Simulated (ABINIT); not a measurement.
An input for ABINIT 10.8.3 (BaTiO3 (P4mm)):

```
acell 3*1.0 Angstrom
rprim 
  3.990480000000 0.000000000000 0.000000000000
  0.000000000000 3.990480000000 0.000000000000
  0.000000000000 0.000000000000 4.023030000000
ntypat 3
znucl 56 22 8
natom 5
typat 1 2 3 3 3
xred 
  0.000000000000 -0.000000000000 0.004255102276
  0.500000000000 0.500000000000 0.518866167442
  0.500000000000 0.500000000000 0.978431762532
  0.500000000000 -0.000000000000 0.487723483875
  0.000000000000 0.500000000000 0.487723483875
pp_dirpath "pseudos"
pseudos "Ba.upf, Ti.upf, O.upf"
ecut 38
ngkpt 4 4 4
nshiftk 1
shiftk 0 0 0
kptopt 1
chksymbreak 0
irdden 1
istwfk *1
nband 132
prtvol 0
optdriver 6
gwr_task "HDIAGO"
paral_kgb 0
occopt 1
indata_prefix "in"
outdata_prefix "out"
tmpdata_prefix "tmp"
```

```sh
OMP_NUM_THREADS=1 mpirun -n 8 abinit run.abi > log
```

Question: Estimate wall time and host memory on 8 MPI ranks of Arm Neoverse N1, shared host.

It took 12 min; on shared hardware allow 5.9 min to 24 min. Peak host memory was 10 GiB.

[Paths, hosts, dates, memory and timing lines, banners, echoed tables and standing remarks are left out of the program output.]

[Logs are printed without paths, hosts, clocks, repeated set-up lines and the standing remarks that a program may print on its own settings, such as how far it seeks lower states.]

[Runs of the session that timed out or met a known fault of the program may be left out.]

[Hosts, paths, dates, database ids (printed as entryN), source tags and the programs' standing remarks are cut or masked in the printed files.]

[G0W0 gaps are taken among the corrected bands and points alone; a level outside them can change the order at an edge.]

[Where Ansatz stands beside ABINIT at settings called matched, ABINIT's density can come from a denser mesh and the files from another edition; pairs whose starting gaps differed by over 0.03 eV were left out, so agreement reads better than it is.]
